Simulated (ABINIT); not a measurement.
# GaAs (F-43m): G0W0 with ABINIT, start to end, part 2 of 3

Aim: the G0W0 gap of GaAs (F-43m) on LDA, step by step.

ABINIT 10.8.3; LDA and many-body steps on it, plane waves. Known limits of the many-body steps: not at the basis limit; screening runs away on this mesh; no spin-orbit coupling; coarse k mesh.

So far. Step 2 (Ground state): The gap is direct, at Γ.

**3. Bands along the symmetry lines**

Level of this step: DFT, LDA, plane waves, norm-conserving pseudopotentials (ABINIT).

The cheap functional maps the bands first; the places of the edges decide which points the dearer methods must see.

run.abi

```
acell 3*1.0 Angstrom
rprim 
  0.000000000000 2.826850000000 2.826850000000
  2.826850000000 0.000000000000 2.826850000000
  2.826850000000 2.826850000000 0.000000000000
ntypat 2
znucl 31 33
natom 2
typat 1 2
xred 
  0.000000000000 0.000000000000 0.000000000000
  0.250000000000 0.250000000000 0.250000000000
pp_dirpath "pseudos"
pseudos "Ga.upf, As.upf"
ecut 45
iscf -2
irdden 1
kptopt 0
nkpt 50
kpt 
  0.00000000 0.00000000 0.00000000
  -0.06250000 -0.06250000 0.00000000
  -0.12500000 -0.12500000 0.00000000
  -0.18750000 -0.18750000 0.00000000
  -0.25000000 -0.25000000 0.00000000
  -0.31250000 -0.31250000 0.00000000
  -0.37500000 -0.37500000 0.00000000
  -0.43750000 -0.43750000 0.00000000
  -0.50000000 -0.50000000 0.00000000
  -0.48437500 -0.48437500 0.03125000
  -0.46875000 -0.46875000 0.06250000
  -0.45312500 -0.45312500 0.09375000
  -0.43750000 -0.43750000 0.12500000
  -0.42187500 -0.42187500 0.15625000
  -0.40625000 -0.40625000 0.18750000
  -0.39062500 -0.39062500 0.21875000
  -0.37500000 -0.37500000 0.25000000
  -0.37500000 0.00000000 0.37500000
  -0.32812500 0.00000000 0.32812500
  -0.28125000 0.00000000 0.28125000
  -0.23437500 0.00000000 0.23437500
  -0.18750000 0.00000000 0.18750000
  -0.14062500 0.00000000 0.14062500
  -0.09375000 0.00000000 0.09375000
  -0.04687500 0.00000000 0.04687500
  0.00000000 0.00000000 0.00000000
  0.00000000 0.00000000 0.06250000
  0.00000000 0.00000000 0.12500000
  0.00000000 0.00000000 0.18750000
  0.00000000 0.00000000 0.25000000
  0.00000000 0.00000000 0.31250000
  0.00000000 0.00000000 0.37500000
  0.00000000 0.00000000 0.43750000
  -0.00000000 -0.00000000 0.50000000
  -0.06250000 -0.03125000 0.46875000
  -0.12500000 -0.06250000 0.43750000
  -0.18750000 -0.09375000 0.40625000
  -0.25000000 -0.12500000 0.37500000
  -0.31250000 -0.15625000 0.34375000
  -0.37500000 -0.18750000 0.31250000
  -0.43750000 -0.21875000 0.28125000
  -0.50000000 -0.25000000 0.25000000
  -0.50000000 -0.28125000 0.21875000
  -0.50000000 -0.31250000 0.18750000
  -0.50000000 -0.34375000 0.15625000
  -0.50000000 -0.37500000 0.12500000
  -0.50000000 -0.40625000 0.09375000
  -0.50000000 -0.43750000 0.06250000
  -0.50000000 -0.46875000 0.03125000
  -0.50000000 -0.50000000 0.00000000
istwfk *1
nband 32
nbdbuf 5
tolwfr 1e-07
nstep 50
prtwf 0
prtvol 0
indata_prefix "in"
outdata_prefix "out"
tmpdata_prefix "tmp"
```

Started as:

```bash
$ OMP_NUM_THREADS=1 mpirun -n 4 abinit run.abi > log
```

Numbers of over 12 decimals in the logs are rounded to 6 here.

What it wrote:

```text
.Version 10.8.3 of ABINIT. v10.8.2 released Aug 2026.

 Symmetries : space group F-4 3 m (#216); Bravais cF (face-center cubic)
[... echo of the input left out ...]
== DATASET  1 ==================================================================
-   mpi_nproc: 4, omp_nthreads: 1 (-1 if OMP is not activated)

--- !DatasetInfo
iteration_state: {dtset: 1, }
dimensions: {natom: 2, nkpt: 50, mband: 32, nsppol: 1, nspinor: 1, nspden: 1, mpw: 4477, }
cutoff_energies: {ecut:  45.0, pawecutdg:  -1.0, }
electrons: {nelect:   4.40000000E+01, charge:   0.00000000E+00, occopt:   1.00000000E+00, tsmear:   1.00000000E-02, }

 Real(R)+Recip(G) space primitive vectors, cartesian coordinates (Bohr,Bohr^-1):
 R(1)=  0.0000000  5.3419723  5.3419723  G(1)= -0.0935984  0.0935984  0.0935984
 R(2)=  5.3419723  0.0000000  5.3419723  G(2)=  0.0935984 -0.0935984  0.0935984
 R(3)=  5.3419723  5.3419723  0.0000000  G(3)=  0.0935984  0.0935984 -0.0935984
 Unit cell volume ucvol=  3.0488418E+02 bohr^3
 Angles (23,13,12)=  6.00000000E+01  6.00000000E+01  6.00000000E+01 degrees

 getcut: wavevector=  0.0000  0.0000  0.0000  ngfft=  48  48  48
         ecut(hartree)=     45.000   => boxcut(ratio)=   2.10404

--- Pseudopotential description ------------------------------------------------
- Ga Generated using ONCVPSP code by D. R. Hamann
- 31.00000  21.00000  180309                  znucl, zion, pspdat
12 -1012 2 -1 1858                            pspcod,pspxc,lmax,lloc,mmax
     nproj     2     2     2
  pspatm : epsatm=   21.89818218
         --- l  ekb(1:nproj) -->
             0    4.942386   -1.222782
             1   -5.724586   -1.365263
             2  -10.663097   -3.851155
 pspatm: atomic psp has been read  and splines computed

- As Generated using ONCVPSP code by D. R. Hamann
- 33.00000  23.00000  180309                  znucl, zion, pspdat
12 -1012 2 -1 1326                            pspcod,pspxc,lmax,lloc,mmax
     nproj     2     2     2
  pspatm : epsatm=   24.70505022
         --- l  ekb(1:nproj) -->
[...]
pspatm: atomic psp has been read  and splines computed

--------------------------------------------------------------------------------

================================================================================
 prteigrs : about to open file out_EIG
 Non-SCF case, kpt    1 (  0.00000  0.00000  0.00000), residuals and eigenvalues=
  3.95E-08  5.71E-08  8.77E-09  1.10E-08  5.91E-08  1.53E-08  6.78E-08  7.56E-08
  1.36E-08  1.83E-08  4.46E-08  2.85E-08  6.68E-08  5.76E-08  6.25E-08  7.99E-08
  1.30E-08  4.54E-08  3.09E-08  1.73E-08  4.00E-08  8.91E-08  5.25E-08  4.99E-08
[...]
-6.5609E+00 -5.0589E+00 -4.4991E+00 -4.4991E+00 -4.4991E+00 -3.2637E+00
 -3.2637E+00 -3.2637E+00 -1.0997E+00 -1.0997E+00 -1.0997E+00 -1.0993E+00
 -1.0993E+00 -3.5167E-01 -3.5167E-01 -3.5167E-01 -3.4883E-01 -3.4883E-01
[...]
6.1796E-01  6.1796E-01
 Non-SCF case, kpt    2 ( -0.06250 -0.06250  0.00000), residuals and eigenvalues=
[...]
6.2294E-01  6.4257E-01
 Non-SCF case, kpt    3 ( -0.12500 -0.12500  0.00000), residuals and eigenvalues=
[...]
6.3785E-01  6.6690E-01
[...]
Non-SCF case, kpt   49 ( -0.50000 -0.46875  0.03125), residuals and eigenvalues=
[...]
7.1632E-01  7.7012E-01
 Non-SCF case, kpt   50 ( -0.50000 -0.50000  0.00000), residuals and eigenvalues=
[...]
-1.8122E-01 -5.5928E-02  9.8457E-02  9.8457E-02  2.4666E-01  2.5417E-01
  5.6626E-01  5.6626E-01  5.9327E-01  6.7917E-01  6.9051E-01  6.9051E-01
  6.9823E-01  7.6369E-01

--- !ResultsGS
iteration_state: {dtset: 1, }
comment   : Summary of ground state results
lattice_vectors:
- [  0.0000000,   5.3419723,   5.3419723, ]
- [  5.3419723,   0.0000000,   5.3419723, ]
- [  5.3419723,   5.3419723,   0.0000000, ]
lattice_lengths: [   7.55469,    7.55469,    7.55469, ]
lattice_angles: [ 60.000,  60.000,  60.000, ] # degrees, (23, 13, 12)
lattice_volume:   3.0488418E+02
convergence: {deltae:  0.000E+00, res2:  0.000E+00, residm:  9.961E-08, diffor:  0.000E+00, }
etotal    :  -5.56281660E+02
entropy   :   0.00000000E+00
fermie    :   1.97175247E-01
cartesian_stress_tensor: null
pressure_GPa: null
xred      :
- [  0.0000E+00,   0.0000E+00,   0.0000E+00, Ga]
- [  2.5000E-01,   2.5000E-01,   2.5000E-01, As]
cartesian_forces: null
force_length_stats: {min: null, max: null, mean: null, }

 Integrated electronic density in atomic spheres:
 ------------------------------------------------
 Atom  Sphere_radius  Integrated_density
[...]
================================================================================

 ----iterations are completed or convergence reached----

 Mean square residual over all n,k,spin=   46.162E-09; max=  99.608E-09
 reduced coordinates (array xred) for    2 atoms
       0.000000000000      0.000000000000      0.000000000000
       0.250000000000      0.250000000000      0.250000000000

 cartesian coordinates (angstrom) at end:
    1      0.000000     0.000000     0.000000
    2      1.413425     1.413425     1.413425
 length scales=  1.889726125908  1.889726125908  1.889726125908 bohr
              =  1.000000000000  1.000000000000  1.000000000000 angstroms
 prteigrs : about to open file out_EIG
 Eigenvalues (hartree) for nkpt=  50  k points:
 kpt#   1, nband= 32, wtk=  1.00000, kpt=  0.0000  0.0000  0.0000 (reduced coord)
[...]
kpt#   2, nband= 32, wtk=  1.00000, kpt= -0.0625 -0.0625  0.0000 (reduced coord)
[...]
kpt#   3, nband= 32, wtk=  1.00000, kpt= -0.1250 -0.1250  0.0000 (reduced coord)
[...]
kpt#  49, nband= 32, wtk=  1.00000, kpt= -0.5000 -0.4687  0.0313 (reduced coord)
[...]
kpt#  50, nband= 32, wtk=  1.00000, kpt= -0.5000 -0.5000  0.0000 (reduced coord)
[...]
-0.34941   -0.34783   -0.18122   -0.05593    0.09846    0.09846    0.24666    0.25417
   0.56626    0.56626    0.59327    0.67917    0.69051    0.69051    0.69823    0.76369

== END DATASET(S) ==============================================================
================================================================================

 -outvars: echo values of variables after computation  --------
            nband          32
             nkpt          50
          spgroup         216
 [... the other variables as echoed above ...]

 Calculation completed.
```

It took 28 s on 4 MPI ranks of Arm Neoverse V1, shared host; peak memory 0.37 GiB.

Numbers from this step:

```
gap                        : 0.2653 eV
k of the valence top       : 0, 0, 0
k of the conduction bottom : 0, 0, 0
least direct gap           : 0.2653 eV
```

The gap is 0.265 eV, as in the run before at this level.

Electronic bands along the path, in eV, zero at the top of the highest filled band:

```tsv
point	band 19	band 20	band 21	band 22	band 23	band 24	band 25	band 26
Γ	-12.79	0.00	0.00	0.00	0.27	3.68	3.68	3.68
halfway	-11.87	-4.18	-1.70	-1.70	1.88	3.14	6.55	6.55
X	-10.30	-6.89	-2.69	-2.69	1.35	1.55	10.04	10.04
halfway	-10.29	-6.84	-3.22	-2.58	1.54	2.47	9.07	9.32
U	-10.33	-6.70	-3.89	-2.27	1.85	4.54	7.82	8.00
jump to K	-10.33	-6.70	-3.89	-2.27	1.85	4.54	7.82	8.00
halfway	-11.78	-4.63	-2.47	-0.68	2.56	4.65	4.76	5.54
Γ	-12.79	0.00	0.00	0.00	0.27	3.68	3.68	3.68
halfway	-12.10	-4.21	-0.68	-0.68	1.29	4.55	4.55	5.81
L	-11.03	-6.70	-1.15	-1.15	0.83	4.59	4.59	7.57
halfway	-10.69	-6.55	-3.26	-1.95	2.91	4.08	6.28	7.58
W	-10.24	-6.70	-3.56	-3.37	4.53	4.64	5.29	5.96
halfway	-10.27	-6.80	-3.16	-3.07	2.45	2.66	8.04	8.25
X	-10.30	-6.89	-2.69	-2.69	1.35	1.55	10.04	10.04
```

The electronic bands as a text plot (rows in eV, shown from -8.0 to 6.3 only):

```
    6.0 |                  +++              +          ++ ++
    5.4 |    +                +++++                  +   ++
    4.8 |  ++             +     +  ++      ++++++++++    ++
    4.2 | +              +       +++++   +++        ++++++ +
    3.6 |++                        ++++++              ++   +
    3.0 |  +++++++      +                             +
    2.4 |  +++    +    +   ++++++++                  +       ++
    1.8 |     ++++ ++++++++        ++               +         +++
    1.2 | +       +++++              +  ++++++++  ++            +
    0.6 |                                       ++
    0.0 |+*                        ***++***
   -0.6 |  **                   *****      **
   -1.2 | *  *                **     *  *    ********
   -1.8 |     **           ***   **      **       ** **
   -2.4 |  **   *****  ****     *  **               *  *
   -2.9 |    *       ***      **           *         *  **   ****
   -3.5 |               **  **   **                   *******
   -4.1 |     **          **                *
   -4.7 |                       *
   -5.3 |       **            **             **
   -5.9 |         *         **                 *
   -6.5 |          **    ***                    **************
   -7.1 |            ****                                     ***
   -7.7 |
         Γ           X  U|K            Γ         L        W     X
```

**4. Empty states on the mesh, 4×4×4 mesh, 247 bands**

The sums over transitions need many empty states on a uniform mesh; this step solves for them.

run.abi

```
acell 3*1.0 Angstrom
rprim 
  0.000000000000 2.826850000000 2.826850000000
  2.826850000000 0.000000000000 2.826850000000
  2.826850000000 2.826850000000 0.000000000000
ntypat 2
znucl 31 33
natom 2
typat 1 2
xred 
  0.000000000000 0.000000000000 0.000000000000
  0.250000000000 0.250000000000 0.250000000000
pp_dirpath "pseudos"
pseudos "Ga.upf, As.upf"
ecut 45
ngkpt 4 4 4
nshiftk 1
shiftk 0 0 0
kptopt 1
chksymbreak 0
irdden 1
istwfk *1
nband 247
prtvol 0
optdriver 6
gwr_task "HDIAGO"
paral_kgb 0
occopt 1
indata_prefix "in"
outdata_prefix "out"
tmpdata_prefix "tmp"
```

What it wrote:

```text
[banner, memory and clock lines left out]
.Version 10.8.3 of ABINIT. v10.8.2 released Aug 2026.

 Symmetries : space group F-4 3 m (#216); Bravais cF (face-center cubic)
[... echo of the input left out ...]
== DATASET  1 ==================================================================
-   mpi_nproc: 4, omp_nthreads: 1 (-1 if OMP is not activated)

--- !DatasetInfo
iteration_state: {dtset: 1, }
dimensions: {natom: 2, nkpt: 8, mband: 247, nsppol: 1, nspinor: 1, nspden: 1, mpw: 4477, }
cutoff_energies: {ecut:  45.0, pawecutdg:  -1.0, }
electrons: {nelect:   4.40000000E+01, charge:   0.00000000E+00, occopt:   1.00000000E+00, tsmear:   1.00000000E-02, }

.Using double precision arithmetic; gwpc =  8

- Reading GS density from: in_DEN

--- Pseudopotential description ------------------------------------------------
- Ga Generated using ONCVPSP code by D. R. Hamann
- 31.00000  21.00000  180309                  znucl, zion, pspdat
12 -1012 2 -1 1858                            pspcod,pspxc,lmax,lloc,mmax
     nproj     2     2     2
  pspatm : epsatm=   21.89818218
         --- l  ekb(1:nproj) -->
             0    4.942386   -1.222782
             1   -5.724586   -1.365263
             2  -10.663097   -3.851155
 pspatm: atomic psp has been read  and splines computed

- As Generated using ONCVPSP code by D. R. Hamann
- 33.00000  23.00000  180309                  znucl, zion, pspdat
12 -1012 2 -1 1326                            pspcod,pspxc,lmax,lloc,mmax
     nproj     2     2     2
  pspatm : epsatm=   24.70505022
         --- l  ekb(1:nproj) -->
             0    4.065557   -2.237212
             1   -6.627970   -2.087645
             2  -10.058836   -4.332574
 pspatm: atomic psp has been read  and splines computed

   2.05054223E+03                                ecore*ucvol(ha*bohr**3)

 Total charge density [el/Bohr^3]
)     Maximum=    7.0850E+00  at reduced coord.    0.2083    0.2708    0.3125
)     Minimum=    2.3629E-03  at reduced coord.    0.7500    0.7500    0.7500
   Integrated=    4.4000E+01

 === KS gaps after direct diagonalization ===
 Direct band gap semiconductor
 Fundamental gap:     0.266 (eV)
   VBM:     5.365 (eV) at k: [ 0.0000E+00,  0.0000E+00,  0.0000E+00]
   CBM:     5.631 (eV) at k: [ 0.0000E+00,  0.0000E+00,  0.0000E+00]
 Direct gap:         0.266 (eV) at k: [ 0.0000E+00,  0.0000E+00,  0.0000E+00]

== END DATASET(S) ==============================================================

 -outvars: echo values of variables after computation  --------
           etotal      0.0000000000E+00
            nband         247
             nkpt           8
          spgroup         216
 [... the other variables as echoed above ...]

 Calculation completed.
```

Run time: 2.1 min. Hardware: 4 MPI ranks; peak memory 4.4 GiB.

Numbers from this step:

- gap: 0.2656 eV
- k of the valence top: 0, 0, 0
- k of the conduction bottom: 0, 0, 0
- least direct gap: 0.2656 eV
- k points computed: 8
- lowest point of the top converged band, above the valence top: 153.4332 eV

On this mesh the gap is 0.266 eV.

**5. Screening, 4×4×4 mesh, 239 bands, screening to 244.9 eV**

The RPA dielectric matrix is built and inverted for each q.

This step: RPA screening on LDA, plane waves, norm-conserving pseudopotentials.

Changes to run.abi since step 4:

```diff
@@ -20,10 +20,11 @@
 chksymbreak 0
-irdden 1
 istwfk *1
-nband 247
-prtvol 0
-optdriver 6
-gwr_task "HDIAGO"
-paral_kgb 0
 occopt 1
+irdwfk 1
+optdriver 3
+nband 239
+ecuteps 9
+inclvkb 2
+awtr 1
+symchi 1
 indata_prefix "in"
```

What it wrote:

```text
.Version 10.8.3 of ABINIT. v10.8.2 released Aug 2026.

 Symmetries : space group F-4 3 m (#216); Bravais cF (face-center cubic)
[... echo of the input left out ...]
== DATASET  1 ==================================================================
-   mpi_nproc: 4, omp_nthreads: 1 (-1 if OMP is not activated)

--- !DatasetInfo
iteration_state: {dtset: 1, }
dimensions: {natom: 2, nkpt: 8, mband: 239, nsppol: 1, nspinor: 1, nspden: 1, mpw: 4477, }
cutoff_energies: {ecut:  45.0, pawecutdg:  -1.0, }
electrons: {nelect:   4.40000000E+01, charge:   0.00000000E+00, occopt:   1.00000000E+00, tsmear:   1.00000000E-02, }

 SCREENING: Calculation of the susceptibility and dielectric matrices

 Based on a program developped by R.W. Godby, V. Olevano, G. Onida, and L. Reining.
 Incorporated in ABINIT by V. Olevano, G.-M. Rignanese, and M. Torrent.
.Using double precision arithmetic ; gwpc =  8

[... cell and pseudopotentials left out ...]
--------------------------------------------------------------------------------

 ==== K-mesh for the wavefunctions ====
 Number of points in the irreducible wedge :     8
[... list of points left out ...]
 Together with 24 symmetry operations and time-reversal symmetry
 yields    64 points in the full Brillouin Zone.

 ==== Q-mesh for the screening function ====
 Number of points in the irreducible wedge :     8
[... list of points left out ...]
 Together with 24 symmetry operations and time-reversal symmetry
 yields    64 points in the full Brillouin Zone.

 setmesh: FFT mesh size selected  =    36x   36x   36
          total number of points  =        46656

 vcoul_init : cutoff-mode = AUXILIARY_FUNCTION
 q-points for optical limit:   1
     1)      0.000010    0.000020    0.000030

- screening: taking advantage of time-reversal symmetry
- Maximum band index for partially occupied states nbvw = 22
- Remaining bands to be divided among processors   nbcw = 217
- Number of bands treated by each node ~54

 Number of electrons calculated from density =   44.0000; Expected =   44.0000
 average of density, n =  0.144317
 r_s =    1.1827
 omega_plasma =   36.6450 [eV]

 calculating chi0 at frequencies [eV] :
  1    0.000000E+00    0.000000E+00
  2    0.000000E+00    3.664498E+01

--------------------------------------------------------------------------------
  q-point number  1        q = ( 0.000000, 0.000000, 0.000000) [r.l.u.]
--------------------------------------------------------------------------------
[... chi0 elements left out ...]
 For q-point:  0.000010 0.000020 0.000030
  dielectric constant = 820.8285
  dielectric constant without local fields = 897.2426

  Average fulfillment of the sum rule on Im[epsilon] for q-point    1 :     55.07  [%]
[... wings left out ...]
  q-point number  2        q = ( 0.250000, 0.000000, 0.000000) [r.l.u.]
--------------------------------------------------------------------------------
[... chi0 elements left out ...]
  Average fulfillment of the sum rule on Im[epsilon] for q-point    2 :     62.29  [%]

 [... 6 further q-points ...]
```

Wall time 4.6 min (4 MPI ranks); peak memory 2.3 GiB.

Numbers from this step:

```yaml
eps_infinity_with_local_fields_on_this_mesh_along_the_program_s_q_direction: 820.8
the_same_without_local_fields: 897.2
plasma_frequency: 36.65 eV
plane_waves_in_the_screening_matrix: 411
```

Local fields lower ε∞ by 9 %. The value itself is an artefact of the mesh, where one narrow direct gap carries too much weight.

(Part 2 of 3 ends here.)

[Paths, hosts, dates, memory and timing lines, banners, echoed tables and standing remarks are left out of the program output.]

[Logs are printed without paths, hosts, clocks, repeated set-up lines and the standing remarks that a program may print on its own settings, such as how far it seeks lower states.]

[Runs of the session that timed out or met a known fault of the program may be left out.]

[No measured gap is set beside runs whose start may be inverted or whose files or cutoffs have a known fault.]

[Hosts, paths, dates, database ids (printed as entryN), source tags and the programs' standing remarks are cut or masked in the printed files.]

[G0W0 gaps are taken among the corrected bands and points alone; a level outside them can change the order at an edge.]

[Where Ansatz stands beside ABINIT at settings called matched, ABINIT's density can come from a denser mesh and the files from another edition; pairs whose starting gaps differed by over 0.03 eV were left out, so agreement reads better than it is.]
